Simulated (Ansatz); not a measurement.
## Ru(0001) with 2 thermally displaced layers, 2x2: scattering by thermal displacements

Wanted: the phonon-limited resistivity of Ru at 180 K by the Landauer route.

Calculated with Ansatz 0.2.0; Ansatz plane-wave DFT, PBE, PAW files; ballistic transport by layer matching (Landauer), zero bias; PAW set soft_1.

## Step 1: The starting structure

The cell holds 48 atoms: 48 Ru. Cell: a = 5.412 Å, b = 5.412 Å, c = 25.691 Å, α = 90.0°, β = 90.0°, γ = 120.0°. It derives from Ru. Regions: lead, 40 atoms (40 Ru); scattering region, 8 atoms (8 Ru). The structure is stacked along c, and the current runs across the ab planes.

## Step 2: With 2 displaced layers

Each atom of 2 layers is moved at random, by amounts drawn from a normal law 0.0304 Å wide in each direction from the Debye model (600 K) at 180 K. The layers about the cell's end stay perfect and serve as the lead. Disorder leaves little or no symmetry, which makes such runs dear. Energies from -0.05 to 0.05 eV in steps of 0.05 eV are too few for the program's thermal sum, so it prints no conductance; for a metal the transmission near the Fermi level serves, at a fraction of the cost.

r

Input file input.yaml:

```yaml
crystal:
  lattice:
    - [5.4116, 0.0, 0.0]
    - [-2.7058, 4.6865830751, 0.0]
    - [0.0, 0.0, 25.6914]
  atoms:
    - { symbol: Ru, position: [0.1666666667, 0.3333333333, 0.0416666667] }
    - { symbol: Ru, position: [0.1666666667, 0.8333333333, 0.0416666667] }
    - { symbol: Ru, position: [0.6666666667, 0.3333333333, 0.0416666667] }
    - { symbol: Ru, position: [0.6666666667, 0.8333333333, 0.0416666667] }
    - { symbol: Ru, position: [0.3333333333, 0.1666666667, 0.125] }
    - { symbol: Ru, position: [0.3333333333, 0.6666666667, 0.125] }
    - { symbol: Ru, position: [0.8333333333, 0.1666666667, 0.125] }
    - { symbol: Ru, position: [0.8333333333, 0.6666666667, 0.125] }
    - { symbol: Ru, position: [0.1666666667, 0.3333333333, 0.2083333333] }
    - { symbol: Ru, position: [0.1666666667, 0.8333333333, 0.2083333333] }
    - { symbol: Ru, position: [0.6666666667, 0.3333333333, 0.2083333333] }
    - { symbol: Ru, position: [0.6666666667, 0.8333333333, 0.2083333333] }
    - { symbol: Ru, position: [0.3333333333, 0.1666666667, 0.2916666667] }
    - { symbol: Ru, position: [0.3333333333, 0.6666666667, 0.2916666667] }
    - { symbol: Ru, position: [0.8333333333, 0.1666666667, 0.2916666667] }
    - { symbol: Ru, position: [0.8333333333, 0.6666666667, 0.2916666667] }
    - { symbol: Ru, position: [0.1666666667, 0.3333333333, 0.375] }
    - { symbol: Ru, position: [0.1666666667, 0.8333333333, 0.375] }
    - { symbol: Ru, position: [0.6666666667, 0.3333333333, 0.375] }
    - { symbol: Ru, position: [0.6666666667, 0.8333333333, 0.375] }
    - { symbol: Ru, position: [0.333610742, 0.1658110899, 0.4590899492] }
    - { symbol: Ru, position: [0.3321870676, 0.6631974053, 0.4587605333] }
    - { symbol: Ru, position: [0.8437141073, 0.1728004341, 0.457501918] }
    - { symbol: Ru, position: [0.8242175053, 0.6626300312, 0.4583821572] }
    - { symbol: Ru, position: [0.1529175059, 0.3319163297, 0.5401947075] }
    - { symbol: Ru, position: [0.1607970713, 0.8298084414, 0.5412929795] }
    - { symbol: Ru, position: [0.6723513423, 0.3400851685, 0.5415148117] }
    - { symbol: Ru, position: [0.6721768366, 0.8290252017, 0.5420819519] }
    - { symbol: Ru, position: [0.3333333333, 0.1666666667, 0.625] }
    - { symbol: Ru, position: [0.3333333333, 0.6666666667, 0.625] }
    - { symbol: Ru, position: [0.8333333333, 0.1666666667, 0.625] }
    - { symbol: Ru, position: [0.8333333333, 0.6666666667, 0.625] }
    - { symbol: Ru, position: [0.1666666667, 0.3333333333, 0.7083333333] }
    - { symbol: Ru, position: [0.1666666667, 0.8333333333, 0.7083333333] }
    - { symbol: Ru, position: [0.6666666667, 0.3333333333, 0.7083333333] }
    - { symbol: Ru, position: [0.6666666667, 0.8333333333, 0.7083333333] }
    - { symbol: Ru, position: [0.3333333333, 0.1666666667, 0.7916666667] }
    - { symbol: Ru, position: [0.3333333333, 0.6666666667, 0.7916666667] }
    - { symbol: Ru, position: [0.8333333333, 0.1666666667, 0.7916666667] }
    - { symbol: Ru, position: [0.8333333333, 0.6666666667, 0.7916666667] }
    - { symbol: Ru, position: [0.1666666667, 0.3333333333, 0.875] }
    - { symbol: Ru, position: [0.1666666667, 0.8333333333, 0.875] }
    - { symbol: Ru, position: [0.6666666667, 0.3333333333, 0.875] }
    - { symbol: Ru, position: [0.6666666667, 0.8333333333, 0.875] }
    - { symbol: Ru, position: [0.3333333333, 0.1666666667, 0.9583333333] }
    - { symbol: Ru, position: [0.3333333333, 0.6666666667, 0.9583333333] }
    - { symbol: Ru, position: [0.8333333333, 0.1666666667, 0.9583333333] }
    - { symbol: Ru, position: [0.8333333333, 0.6666666667, 0.9583333333] }
kpoints:
  mp_grid: { grid: [5, 5, 1] }
hamiltonian:
  xc: pbe
  pseudopotentials: { kind: paw, azcp: { folder: soft_1 } }
scf:
  occupations: { method: fermi_dirac, width: 0.1 }
output:
  transmission:
    leads: [[0, 8]]
    kmesh: [10, 10]
    e_range: [-0.05, 0.05]
    de: 0.05
  write_potential: true
  write_density: true
  volumetric_format: npy
  elf: true
```

On the command line:

```bash
ansatz run input.yaml --threads 4 --pin off --max-ram 15360MiB --backend cpu --events-out ev --progress --plain --runs-dir out
```

Numbers of over 12 decimals in the logs are rounded to 6 here.

The program printed:

```text
Engine: ansatz 0.2.0, aarch64-unknown-linux-gnu
Pseudopotentials: kind: paw
Pseudopotential: Ru, paw, valence charge 16, recommended cutoff 420 eV (normal), soft_1/Ru.paw.azcp
Functional definition: PBE
  parameter kappa = 0.804
  parameter beta = 0.066725
  exchange = pbe_x(kappa = kappa, mu = beta*pi^2/3)
  correlation = pbe_c(beta = beta)
Crystal: 48 atoms, lattice volume = 651.583 Å³
Basis set: ecut = 420 eV, 12691 PW (Γ)
Bands: 461, of which v1, the nominal top of the filled ones, is band 384 counted from 1 (383 counted from 0)
Symmetry: 1 space group operations
Space group: P1 (ITA 1), of the structure as read, at distance tolerance 8.7e-5 Å
k-points: 13 of 25 (time reversal used)
Non-local potential: Ru, projectors of the file, l = 0: 3, l = 1: 2, l = 2: 2, l = 3: 1
PAW form: soft (Blöchl's): semilocal exchange-correlation on the pseudo side does not see the compensation charge
PAW one-centre angular grid: Ru, 590 points (default); XC on 64 Gauss nodes
Initial density: superposition of atomic densities (chi_scale 0.1, normalization cell)
Initial wavefunctions: pseudopotential atomic-orbital guess
Functional: x = pbe(κ = 0.804, μ = 0.219515), c = pbe(β = 0.066725)
SCF iter   1: F=—  HF=-282208.952802 eV  |F-HF|=—  |Δ(HF+E_count)|=         —  Δρ=1.22e-1  dr2=9.33e1  ethr=3.10e-3  ⟨swp⟩=5.0  Hψ=19247  notcnv=0  defer=4
preconditioner: auto → Kerker (q_TF=auto, 2.804 Å⁻¹)  [metal: Δε(μ)=0.065 eV  Ē_g=5.263 eV  σ=0.100 eV  W_gap=0.16  n_scr=268 (ndim 8)  ℏωp=28.5 eV  f_vac=0.000  D(μ)=40.38/eV (n_scr^D=392)]
SCF iter   2: F=—  HF=-282185.499696 eV  |F-HF|=—  |Δ(HF+E_count)|=    2.35e1  Δρ=5.91e-2  dr2=2.12e1  ethr=3.10e-3  ⟨swp⟩=2.8  Hψ=12062  notcnv=0  defer=56
SCF iter   3: F=—  HF=-282179.166820 eV  |F-HF|=—  |Δ(HF+E_count)|=    6.33e0  Δρ=9.53e-3  dr2=2.65e-1  ethr=2.76e-3  ⟨swp⟩=2.0  Hψ=9310  notcnv=0  defer=56
SCF iter   4: F=—  HF=-282179.218046 eV  |F-HF|=—  |Δ(HF+E_count)|=   5.12e-2  Δρ=1.07e-3  dr2=4.50e-3  ethr=3.45e-5  ⟨swp⟩=2.1  Hψ=11255  notcnv=0  defer=56
SCF iter   5: F=—  HF=-282179.218850 eV  |F-HF|=—  |Δ(HF+E_count)|=   8.04e-4  Δρ=2.19e-4  dr2=1.79e-4  ethr=5.86e-7  ⟨swp⟩=3.0  Hψ=13321  notcnv=0  defer=56
SCF iter   6: F=—  HF=-282179.218850 eV  |F-HF|=—  |Δ(HF+E_count)|=   2.07e-7  Δρ=4.83e-5  dr2=1.12e-5  ethr=2.33e-8  ⟨swp⟩=2.5  Hψ=10433  notcnv=0  defer=56
SCF iter   7: F=—  HF=-282179.220187 eV  |F-HF|=—  |Δ(HF+E_count)|=   1.34e-3  Δρ=1.09e-5  dr2=7.16e-7  ethr=1.45e-9  ⟨swp⟩=2.0  Hψ=8418  notcnv=0  defer=56
SCF iter   8: F=-282179.220187 eV  HF=-282179.220187 eV  |F-HF|=1.30e-8  |Δ(HF+E_count)|=   1.07e-7  Δρ=1.70e-6  dr2=2.16e-8  ethr=1.30e-11  ⟨swp⟩=8.3  Hψ=13860  notcnv=0
SCF 1 converged in 8 iterations: F = -282179.220187 eV  dr2 = 2.16e-8
  greatest PAW one-centre occupation: 1.000 electrons in one spin orbital (limit 2), on the Ru atom at site 24 (counted from 0), in its partial waves of l = 0
transmission: 251 of 2496 steps passed
transmission: 500 of 2496 steps passed
[...]
transmission: 2496 of 2496 steps passed
SCF converged after 8 iterations
Free energy (F): -282179.220187 eV
Harris-Foulkes:  -282179.220187 eV  (|F-HF|=1.30e-8)
Internal energy: -282177.692694 eV  (E = F + TS)
E sigma→0 (E₀):  -282178.456440 eV
Entropy (-TS):   -1.527493 eV (-31.823 meV/atom)
Fermi energy:    23.336637 eV
--- Per-component energies (eV) ---
  E_band       = -2694.739900
  E_kinetic    = 22101.466698
  E_local      = -60964.907055  (includes V_loc(G=0)·N_el)
  E_nonlocal   = 19798.459173
  E_hartree    = 20214.283045
  E_xc         = -8167.902824
  E_vxc        = -10329.941947  (∫ρ·V_xc dr)
  E_paw        = -168071.657626  (= ΣΔE_a)
  E_vpaw       = -13728.413356  (= ΣTr[D̂ρ^β])
  E_aug_tail   = 0.030048  (compensation charges beyond the density's cutoff)
  E_ewald      = -107087.464152
  E_smearing   = -1.527493  (= −TS)
  E_closure    = -0.000000  (closes the sum)
  Σ components = -282179.220187   (vs F -282179.220187, Δ=0.00e0)
--- Band table (eV; the first three rows and the last of 13) ---
  k-point 0: bands = [... 380 lower, 23.8820, 23.8850, 24.3640, 24.3675, 24.3690, 24.3739, 24.4888, 24.5162, ... 73 higher]
  k-point 1: bands = [... 380 lower, 23.4769, 23.4994, 23.5075, 23.8285, 23.8375, 24.0222, 24.0266, 24.1130, ... 73 higher]
  k-point 2: bands = [... 380 lower, 22.9631, 23.0098, 23.0199, 23.0994, 23.1760, 23.1839, 23.3650, 23.3721, ... 73 higher]
  k-point 12: bands = [... 380 lower, 23.0914, 23.1187, 23.1336, 23.3148, 23.3271, 23.3672, 23.3739, 23.3766, ... 73 higher]
--- Transmission ---
  basis      : 223 plane waves across, 48 finite elements along
  points     : 52, standing for a mesh of 10 x 10
  energies   : 3 from -0.050000 to 0.050000 eV about the Fermi level, 0.050000 eV apart; the leads are filled to 0.000000 eV, and channels, transmission and decay are at 0.000000 eV
  crystal 0  : Ru8, at the sites [0, 8], period 4.2819 Å, over 21.41 Å; its Hamiltonian steps by up to 0.9 meV
    offset         : up to 0.0000 Å between an atom of the period and one for which it stands
    channels       : 5.160000e0 a spin
    conductance    : none, the energies end too early or step too widely for 300 K: set another output.transmission.e_range or a lower de, or, where they end at an eighth of basis.ecutwfc, a higher one
  junction   : crystal 0 to crystal 0, 0.70 to 22.11 Å
    transmission   : 5.047014e0 a spin
    conductance    : none, the energies end too early or step too widely for 300 K: set another output.transmission.e_range or a lower de, or, where they end at an eighth of basis.ecutwfc, a higher one
```

Run time: 11 min. Hardware: 4 threads of Arm Neoverse V1, shared host; peak memory 6.4 GiB.

Numbers from this step:

- free energy: -282179.2202 eV
- energy at zero smearing: -282178.4564 eV
- Fermi energy: 23.34 eV
- cell area: 25.36 Å²
- transmission per spin nearest the Fermi level: 5.047
- open channels per spin nearest the Fermi level: 5.16
- step of the lead's potential: 0.9 meV

Per spin. Table of transmission, zone mean by energy, zero at the Fermi level:

| energy (eV) | transmission, zone mean |
| --- | --- |
| -0.0500 | 5.08 |
| 0.0000 | 5.05 |
| 0.0500 | 5.43 |

Per spin. Table of open channels, zone mean, lead by energy, zero at the Fermi level:

| energy (eV) | open channels, zone mean, lead |
| --- | --- |
| -0.0500 | 5.16 |
| 0.0000 | 5.16 |
| 0.0500 | 5.64 |

Transmission over k1 and k2. At 0.0000 eV from the Fermi level.

Ten even steps from '_' (2.0) to '@' (11.9):
```
....::::::....______
..::::::::::::..____
..::::==**==::::..__
..::::**@@@@**::::..
--..::==@@@@@@==::..
....::::**@@@@**::::
..__..::::==**==::::
..____..::::::::::::
..______....::::::..
--..____..--..____..
```
Columns: k1 (b1) from -0.5 to 0.4; rows upwards: k2 (b2) from -0.5 to 0.4.

Open channels over k1 and k2. At 0.0000 eV from the Fermi level.

Ten even steps from '_' (2.0) to '@' (12.0):
```
::::------::::..__..
..------------..____
..----++##++----....
::----##@@@@##----::
==::--++@@@@@@++--::
::::----##@@@@##----
......----++##++----
..____..------------
::..__..::::------::
==::....::==::....::
```
Columns: k1 (b1) from -0.5 to 0.4; rows upwards: k2 (b2) from -0.5 to 0.4.

Valence density in the ca plane at fractional y = 0.166, with atoms of Ru within 0.2 Å of it. It is the smooth field of the valence electrons, not physical close to the nuclei.

Values in units of 1e0 e/Å³, 8 rows by 16 columns, each cell a mean:
```
0.4 0.4 4.6 2.4 0.4 0.4 3.1 4.5 0.4 0.5 1.2 5.5 0.7 0.4 0.5 5.0
0.3 0.4 6.8 3.6 0.3 0.3 4.0 5.9 0.4 0.3 1.7 8.2 1.0 0.3 0.6 7.5
0.9 0.5 1.2 0.7 0.7 0.7 0.7 1.0 0.5 0.8 0.5 1.4 0.4 1.0 0.4 1.3
1.3 0.5 0.5 0.4 0.9 0.9 0.4 0.5 0.5 1.0 0.4 0.5 0.4 1.3 0.4 0.5
0.4 0.4 4.6 2.4 0.4 0.4 2.6 4.4 0.4 0.4 1.2 5.5 0.7 0.4 0.5 5.0
0.3 0.4 6.8 3.6 0.3 0.3 3.8 6.5 0.4 0.3 1.7 8.2 1.0 0.3 0.6 7.5
0.9 0.5 1.2 0.7 0.7 0.7 0.8 1.2 0.5 0.8 0.5 1.4 0.4 1.0 0.4 1.3
1.3 0.5 0.5 0.4 0.9 0.9 0.5 0.5 0.7 1.3 0.4 0.5 0.4 1.3 0.4 0.5
```
Columns run along c (16.0 Å, from fractional 0.19 to 0.81 of the cell), rows up along a (5.4 Å). Atoms in or near the plane, at fractional coordinates: Ru at (0.29, 0.33), Ru at (0.29, 0.83), Ru at (0.46, 0.33), Ru at (0.46, 0.84), Ru at (0.62, 0.33), Ru at (0.62, 0.83), Ru at (0.79, 0.33), Ru at (0.79, 0.83).

Electrostatic potential energy in the ca plane at fractional y = 0.166, with atoms of Ru within 0.2 Å of it. With pseudopotentials it is smooth inside the atoms' cores, unlike the true potential.

Ten even steps from '0' (-71 eV) to '9' (24 eV), each cell a mean:
```
99999853479999999743479998999743589999999743
99999720048999999510159999999510169999998400
99999610048999999510159999999500169999998400
99999852369999999843479999999742489999999632
87799988899987899988899987899988899987899988
86689999999976789999999976799999999876799999
87799998899987799998899987899998999987899988
99999853479999999853479999999743589999999743
99999720048999999610049999999510169999998400
99999610048999999610049999999500169999998400
99999852369999999842379999999742489999999632
87799988899987899988899987899988899987899988
86689999999976789999999876799999999876799999
87799998899987799988899976799998999987899988
```
Columns run along c (16.0 Å, from fractional 0.19 to 0.81 of the cell; values clipped at the 3rd and 97th percentile), rows up along a (5.4 Å). Atoms in or near the plane, at fractional coordinates: Ru at (0.29, 0.33), Ru at (0.29, 0.83), Ru at (0.46, 0.33), Ru at (0.46, 0.84), Ru at (0.62, 0.33), Ru at (0.62, 0.83), Ru at (0.79, 0.33), Ru at (0.79, 0.83).

ELF in the ca plane at fractional y = 0.166, with atoms of Ru within 0.2 Å of it. It is the smooth field of the valence electrons, not physical close to the nuclei.

Values, 8 rows by 16 columns, each cell a mean:
```
0.27 0.28 0.51 0.41 0.28 0.28 0.44 0.50 0.28 0.27 0.34 0.55 0.31 0.26 0.29 0.53
0.29 0.29 0.54 0.45 0.29 0.29 0.46 0.53 0.28 0.29 0.37 0.58 0.33 0.28 0.30 0.56
0.32 0.27 0.34 0.30 0.29 0.29 0.30 0.32 0.27 0.30 0.28 0.36 0.27 0.32 0.27 0.35
0.36 0.27 0.28 0.28 0.31 0.30 0.28 0.28 0.27 0.33 0.26 0.28 0.26 0.37 0.26 0.28
0.27 0.28 0.51 0.41 0.28 0.28 0.41 0.50 0.28 0.26 0.34 0.55 0.31 0.26 0.29 0.53
0.29 0.29 0.54 0.45 0.29 0.29 0.46 0.54 0.29 0.29 0.37 0.58 0.33 0.28 0.30 0.56
0.32 0.27 0.34 0.30 0.30 0.29 0.31 0.34 0.28 0.30 0.28 0.36 0.27 0.32 0.27 0.35
0.36 0.27 0.28 0.28 0.31 0.30 0.28 0.29 0.28 0.36 0.26 0.29 0.26 0.37 0.26 0.28
```
Columns run along c (16.0 Å, from fractional 0.19 to 0.81 of the cell), rows up along a (5.4 Å). Atoms in or near the plane, at fractional coordinates: Ru at (0.29, 0.33), Ru at (0.29, 0.83), Ru at (0.46, 0.33), Ru at (0.46, 0.84), Ru at (0.62, 0.33), Ru at (0.62, 0.83), Ru at (0.79, 0.33), Ru at (0.79, 0.83).

Over the solved energies the transmission per spin lies between 5.05 and 5.43, out of 5.32 channels of the lead on average (up to 5.64).

(Continued in part 2 of 2.)

[Logs are printed without paths, hosts, clocks, repeated set-up lines and the standing remarks that a program may print on its own settings, such as how far it seeks lower states.]

[Hosts, paths, dates, database ids (printed as entryN), source tags and the programs' standing remarks are cut or masked in the printed files.]
